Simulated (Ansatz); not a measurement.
## Cd2C (model cell, started as antifluorite): following an unstable mode

Wanted: the energy along a soft mode of Cd2C (model cell, started as antifluorite) and the structure at the end.

Main program and level: Ansatz 0.2.0; DFT PBEsol, scalar-relativistic, plane waves, PAW.

Most raw output is cut from this account.

The structure was built from a prototype and need not be the compound's stable phase.

### 1. The structure

The structure is cubic, space group Fm-3m (No. 225). Conventional cell: a = 5.777 Å, b = 5.777 Å, c = 5.777 Å, α = 90.00°, β = 90.00°, γ = 90.00°. Nearest to C lie 8 Cd at 2.50 Å. Nearest to Cd lie 4 C at 2.50 Å. Farther neighbours are not listed.

### 2. Phonons on a q mesh

The cell comes from relaxations at this level that are not shown. Stability and thermal properties need the whole zone. Linear response on a 4×4×4 q mesh gives force constants as far as a supercell of that size would.

input.yaml

```yaml
crystal:
  lattice:
    - [0.0, 2.8883649712, 2.8883649712]
    - [2.8883649712, 0.0, 2.8883649712]
    - [2.8883649712, 2.8883649712, 0.0]
  atoms:
    - { symbol: C, position: [0.0, 0.0, 0.0] }
    - { symbol: Cd, position: [0.25, 0.25, 0.25] }
    - { symbol: Cd, position: [0.75, 0.75, 0.75] }
kpoints:
  mp_grid: { grid: [12, 12, 12] }
hamiltonian:
  xc: pbesol
scf:
  occupations: { method: methfessel_paxton, width: 0.2 }
output:
  eigenvalues: true
phonons:
  method: dfpt
  qmesh: [4, 4, 4]
  temperatures: { t_max: 1000, t_step: 50 }
  qpath:
    path:
      - [[0.0, 0.0, 0.0], [0.5, 0.0, 0.5], [0.625, 0.25, 0.625]]
      - [[0.375, 0.375, 0.75], [0.0, 0.0, 0.0], [0.5, 0.5, 0.5], [0.5, 0.25, 0.75], [0.5, 0.0, 0.5]]
    npoints: 10
```

The run is started by

```sh
$ ansatz run input.yaml --threads 4 --pin off --max-ram 7168MiB --backend cpu --events-out ev --progress --plain --runs-dir out
```

The job ended after 5.7 min (4 threads of AMD EPYC 9R14 (Zen 4), shared host; peak memory 4.3 GiB).

This step gave:

* volume per atom: 16.06 Å³
* gap on the k-mesh: 0 eV
* sum-rule residual before enforcement: 2.40e-5 eV/Å²
* lowest frequency on the path: -35.61 cm⁻¹
* point group: m-3m
* highest frequency on the path or at a solved wavevector: 378.4 cm⁻¹
* highest optical mode at the zone centre (no LO-TO term): 170.5 cm⁻¹
* lowest optical zone-centre mode: 143.1 cm⁻¹
* lowest mode on the q mesh (acoustic modes at Γ apart): -35.61 cm⁻¹

Frequencies (cm⁻¹) solved at each irreducible wavevector; negative means imaginary. Frequencies by wavevector, by row:

```
q in reciprocal lattice units  star  mode 1  mode 2  mode 3  mode 4  mode 5  mode 6  mode 7  mode 8  mode 9
                        0 0 0     1       0       0       0   143.1   143.1   143.1   170.5   170.5   170.5
                     0 0 0.25     8    56.4    56.4    89.8   131.5   131.5   135.8   223.5   223.5   326.5
                     0 0 -0.5     4    89.6    89.6   109.5   110.4   110.4   143.2   243.4   243.4   346.4
                  0 0.25 0.25     6    23.8    23.8   101.3   129.4   140.5   140.5   262.4   262.4   348.6
                  0 0.25 -0.5    24    51.5    58.7    63.8   128.8     138   161.4   282.9   326.1   360.3
                 0 0.25 -0.25    12      20   101.5   101.6   102.7   128.4   151.7   267.9   326.3   349.4
                  0 -0.5 -0.5     3   -35.6    29.3    29.3   135.1   135.1   185.7     293     293   374.7
              0.25 -0.5 -0.25     6   -27.4    19.2   103.8   103.8   151.7   169.5   323.7   351.5   351.5
```

Interpolated from a 4×4×4 q mesh. Phonon branches along the path, in cm⁻¹:

```
    point  branch 1  branch 2  branch 3  branch 4  branch 5  branch 6  branch 7  branch 8  branch 9
        Γ         0         0         0       143       143       143       170       170       170
  halfway        24        24       101       129       140       140       262       262       349
        X       -36        29        29       135       135       186       293       293       375
  halfway       -34        38        41       133       138       182       294       311       373
        U       -26        58        62       127       139       173       293       341       367
jump to K       -26        58        62       127       139       173       293       341       367
  halfway        25        82       110       118       120       146       242       285       335
        Γ         0         0         0       143       143       143       170       170       170
  halfway        56        56        90       132       132       136       224       224       326
        L        90        90       110       110       110       143       243       243       346
  halfway        55        59       100       109       140       156       283       322       356
        W       -27        19       104       104       152       170       324       352       352
  halfway       -32        25        62       129       143       179       309       314       371
        X       -36        29        29       135       135       186       293       293       375
```

Symmetry leaves 8 wavevectors to solve. The lowest mode among them, the acoustic zeros apart, lies at q = (0, -0.5, -0.5) and is imaginary, 35.6i cm⁻¹, so the energy falls along it.

### 3. The mode frozen in, largest atomic shift 0 Å

The mode followed lies at q = (0.25, -0.5, -0.25) with frequency 27.4i cm⁻¹, one of the unstable modes though not the softest. At small amplitude the distorted cell has space group no. 140 by a symmetry search on the positions. The undistorted cell that holds it gives the zero of energy on the same k mesh.

System of this step: Cd2C (model cell, started as antifluorite). The structure is cubic, space group Fm-3m (No. 225). Conventional cell: a = 5.777 Å, b = 5.777 Å, c = 5.777 Å, α = 90.00°, β = 90.00°, γ = 90.00°. Nearest to C lie 8 Cd at 2.50 Å. Cd has 4 C at 2.50 Å nearest. Farther neighbours are not listed.

input.yaml

```yaml
crystal:
  lattice:
    - [0.0, 0.0, -5.7767299423]
    - [5.7767299423, 0.0, 0.0]
    - [2.8883649712, -5.7767299423, -2.8883649712]
  atoms:
    - { symbol: C, position: [0.5, 0.5, 0.0] }
    - { symbol: C, position: [0.0, 0.0, 0.0] }
    - { symbol: C, position: [0.25, 0.75, 0.5] }
    - { symbol: C, position: [0.75, 0.25, 0.5] }
    - { symbol: Cd, position: [0.625, 0.625, 0.25] }
    - { symbol: Cd, position: [0.125, 0.125, 0.25] }
    - { symbol: Cd, position: [0.375, 0.875, 0.75] }
    - { symbol: Cd, position: [0.875, 0.375, 0.75] }
    - { symbol: Cd, position: [0.375, 0.375, 0.75] }
    - { symbol: Cd, position: [0.875, 0.875, 0.75] }
    - { symbol: Cd, position: [0.125, 0.625, 0.25] }
    - { symbol: Cd, position: [0.625, 0.125, 0.25] }
kpoints:
  mp_grid: { grid: [8, 8, 8] }
hamiltonian:
  xc: pbesol
scf:
  occupations: { method: methfessel_paxton, width: 0.2 }
output:
  forces: true
  stress: true
  eigenvalues: true
```

The job ended after 8.2 s (4 threads; peak memory 1.3 GiB).

Numbers from this step:

| Item | Value |
| --- | --- |
| pressure | -0.07178 GPa |
| energy from the undistorted cell | 0 meV/atom |

The run ends at a pressure of -0.07 GPa.

### 4. The mode frozen in, largest atomic shift 0.22 Å

The atoms are moved along the unstable eigenvector, the largest shift by 0.22 Å, with the cell fixed.

input.yaml

```yaml
crystal:
  lattice:
    - [0.0, 0.0, -5.7767299423]
    - [5.7767299423, 0.0, 0.0]
    - [2.8883649712, -5.7767299423, -2.8883649712]
  atoms:
    - { symbol: C, position: [0.5, 0.5, 0.0] }
    - { symbol: C, position: [0.0, 0.0, 0.0] }
    - { symbol: C, position: [0.25, 0.75, 0.5] }
    - { symbol: C, position: [0.75, 0.25, 0.5] }
    - { symbol: Cd, position: [0.5979307076, 0.651788645, 0.25] }
    - { symbol: Cd, position: [0.1520692924, 0.098211355, 0.25] }
    - { symbol: Cd, position: [0.348211355, 0.8479307076, 0.75] }
    - { symbol: Cd, position: [0.901788645, 0.4020692924, 0.75] }
    - { symbol: Cd, position: [0.401788645, 0.3479307076, 0.75] }
    - { symbol: Cd, position: [0.848211355, 0.9020692924, 0.75] }
    - { symbol: Cd, position: [0.0979307076, 0.598211355, 0.25] }
    - { symbol: Cd, position: [0.6520692924, 0.151788645, 0.25] }
kpoints:
  mp_grid: { grid: [8, 8, 8] }
hamiltonian:
  xc: pbesol
scf:
  occupations: { method: methfessel_paxton, width: 0.2 }
output:
  forces: true
  stress: true
  eigenvalues: true
```

It took 12 s on 4 threads; peak memory 1.2 GiB.

This step gave:

| Quantity | Value |
| --- | --- |
| pressure | 0.7088 GPa |
| energy from the undistorted cell | -1.585 meV/atom |

The energy, extrapolated to zero smearing, is -1.58 meV/atom against the undistorted cell.

The run ends at a pressure of 0.71 GPa, with forces up to 0.12 eV/Å.

### 5. Energy along the mode, all amplitudes (two of the runs are shown above)

An imaginary frequency means negative curvature, so the energy should fall and then rise again as anharmonic terms take over.

This step gave:

- depth at the lowest point sampled: 1.585 meV/atom
- largest atomic shift at that point: 0.22 Å

Energy from the parent against largest atomic shift:

```
largest atomic shift (Å)  energy from the parent (meV/atom)
                   0.000                                  0
                   0.040                              -0.17
                   0.080                             -0.631
                   0.140                              -1.53
                   0.220                              -1.58
                   0.320                               5.27
```

Displacement at unit largest shift by atom:

```
atom   x (Å)  y (Å)   z (Å)   size
  C1   0.000  0.000   0.000  0.000
  C2   0.000  0.000   0.000  0.000
  C3   0.000  0.000   0.000  0.000
  C4   0.000  0.000   0.000  0.000
 Cd5   0.703  0.000   0.711  1.000
 Cd6  -0.703  0.000  -0.711  1.000
 Cd7  -0.711  0.000   0.703  1.000
 Cd8   0.711  0.000  -0.703  1.000
 Cd9  -0.711  0.000  -0.703  1.000
Cd10   0.711  0.000   0.703  1.000
Cd11  -0.703  0.000   0.711  1.000
Cd12   0.703  0.000  -0.711  1.000
```

The lowest of the steps tried is at 0.22 Å, 1.58 meV/atom below the parent; the bottom of the well need not coincide with a step.

### 6. Relaxing from the distorted cell

Starting from the lowest point found, all atoms and the cell are let go, so that strain and other modes of the same symmetry can join in.

input.yaml, as its differences from that of step 4:

```diff
@@ -28 +28,6 @@
   eigenvalues: true
+relax:
+  adjacent_minimum: "off"
+  f_tol: 0.002
+  max_steps: 120
+  cell: { stress_tol: 0.03 }
```

Run time: 6.8 min. Hardware: 4 threads; peak memory 1.5 GiB; 27 min of CPU time.

The steps of the relaxation (22 of 26):

```
step  energy less that of the first step (eV)  largest force component (eV/Å)  pressure (GPa)  volume (Å³)
   1                                   0.0000                          0.1171            0.71       192.77
   2                                   0.0005                          0.1205           -0.33       194.81
   3                                  -0.0055                          0.0088            0.01       194.07
   5                                  -0.0064                          0.0071            0.01       193.89
   6                                  -0.0066                          0.0121           -0.04       193.98
   7                                  -0.0537                          0.2083            1.18       192.78
   8                                   0.0107                          0.4832            2.41       194.75
   9                                  -0.1250                          0.0977            0.36       196.01
  11                                  -0.3270                          0.1073            0.70       201.98
  12                                  -0.5783                          0.1359            1.22       207.53
  13                                  -0.9303                          0.1505            1.29       213.98
  14                                  -1.2934                          0.2023            0.92       220.39
  15                                  -1.2937                          1.1586           -0.42       229.14
  16                                  -1.7904                          0.4119            0.30       227.20
  18                                  -1.8479                          0.0001            0.00       227.73
 19*                                  -2.0311                          0.0001            1.18       227.73
  20                                  -2.0987                          0.0021            0.58       230.23
  21                                  -2.1275                          0.0135           -0.01       232.38
  22                                  -2.1282                          0.0002            0.00       232.35
  24                                  -2.1388                          0.0000            0.01       232.45
  25                                  -2.1388                          0.0001            0.00       232.49
 26*                                  -2.1389                          0.0001            0.00       232.49
```

Relaxation steps marked * repeat the geometry before them on a plane-wave basis chosen anew for their cell, so energy and pressure can jump there. Other such steps can lie between the rows shown. Relaxation step 8 was tried and not accepted.

Forces are held to the 8 operations that the run works with; a distortion that breaks them can't arise in this run.

```
     cell as run  before  after   change
           a (Å)   5.777  6.900  +19.4 %
           b (Å)   5.777  6.900  +19.4 %
           c (Å)   7.075  6.903   -2.4 %
           α (°)   65.91  60.01   -8.9 %
           β (°)   65.91  60.01   -8.9 %
volume (Å³/atom)   16.06  19.37  +20.6 %
```

The atoms that moved most (Å, as changes of fractional coordinates times the final cell):

```
atom      dx     dy      dz  length
Cd12  -0.185  0.000  -1.538   1.549
 Cd6   0.185  0.000  -1.538   1.549
 Cd9  -1.538  0.000   0.185   1.549
Cd10   1.538  0.000  -0.185   1.549
 Cd8   1.538  0.000   0.185   1.549
Cd11   0.185  0.000   1.538   1.549
 Cd7  -1.538  0.000  -0.185   1.549
 Cd5  -0.185  0.000   1.538   1.549
```

The relaxed structure:

```cif
data_structure
_symmetry_space_group_name_H-M 'P 1'
_symmetry_Int_Tables_number 1
_cell_length_a 6.9000
_cell_length_b 6.9000
_cell_length_c 6.9029
_cell_angle_alpha 60.014
_cell_angle_beta 60.014
_cell_angle_gamma 90.000
_cell_volume 232.49
loop_
_atom_site_label
_atom_site_type_symbol
_atom_site_fract_x
_atom_site_fract_y
_atom_site_fract_z
_atom_site_occupancy
C1 C 0.50000 0.50000 0.00000 1
C2 C 0.00000 0.00000 0.00000 1
C3 C 0.25000 0.75000 0.50000 1
C4 C 0.75000 0.25000 0.50000 1
Cd5 Cd 0.37500 0.62500 0.25000 1
Cd6 Cd 0.37500 0.12500 0.25000 1
Cd7 Cd 0.37500 0.62500 0.75000 1
Cd8 Cd 0.87500 0.62500 0.75000 1
Cd9 Cd 0.37500 0.12500 0.75000 1
Cd10 Cd 0.87500 0.12500 0.75000 1
Cd11 Cd 0.87500 0.62500 0.25000 1
Cd12 Cd 0.87500 0.12500 0.25000 1
```

This step gave:

| Quantity | Value |
| --- | --- |
| pressure | 4.00e-4 GPa |
| volume per atom | 19.37 Å³ |
| gap on the k-mesh | 0.6045 eV |

The distorted start has space group I-4c2; the relaxation ends in Pn-3m.

### 7. The new phase in its own primitive cell

The relaxed structure is symmetrised, reduced to its primitive cell and relaxed tightly, as its phonons need.

System of this step: Cd2C (model cell, started as antifluorite). It takes space group Pn-3m (No. 224, cubic). The conventional cell has a = 4.880 Å, b = 4.880 Å, c = 4.880 Å, α = 90.00°, β = 90.00°, γ = 90.00°. Nearest to C lie 4 Cd at 2.11 Å. Nearest to Cd lie 2 C at 2.11 Å. Farther neighbours are not listed.

input.yaml

```yaml
crystal:
  lattice:
    - [4.8804314844, 0.0, 0.0]
    - [0.0, 4.8804314844, 0.0]
    - [0.0, 0.0, 4.8804314844]
  atoms:
    - { symbol: C, position: [0.0, 0.0, 0.0] }
    - { symbol: C, position: [0.5, 0.5, 0.5] }
    - { symbol: Cd, position: [0.25, 0.75, 0.75] }
    - { symbol: Cd, position: [0.75, 0.75, 0.25] }
    - { symbol: Cd, position: [0.25, 0.25, 0.25] }
    - { symbol: Cd, position: [0.75, 0.25, 0.75] }
kpoints:
  mp_grid: { grid: [6, 6, 6] }
hamiltonian:
  xc: pbesol
scf:
  occupations: { method: fixed }
output:
  forces: true
  stress: true
  eigenvalues: true
relax:
  adjacent_minimum: "off"
  f_tol: 0.001
  max_steps: 60
  cell: { stress_tol: 0.01 }
```

Elapsed: 3.1 s, on 4 threads; peak memory 0.53 GiB; 11 s of CPU time.

Little changed from the start: no atom moved by 0.005 Å and no cell edge by 0.1 %.

Numbers from this step:

* pressure: 0.001384 GPa
* gap on the k-mesh: 0.5820 eV
* volume per atom: 19.38 Å³
* direct gap on mesh: 1.141 eV

The forces vanish by symmetry and the pressure is 0.001 GPa, within the tolerances set. The cell now holds 19.38 Å³/atom.

(Part 1 of 2 ends here.)

[Logs are printed without paths, hosts, clocks, repeated set-up lines and the standing remarks that a program may print on its own settings, such as how far it seeks lower states.]

[Hosts, paths, dates, database ids (printed as entryN), source tags and the programs' standing remarks are cut or masked in the printed files.]
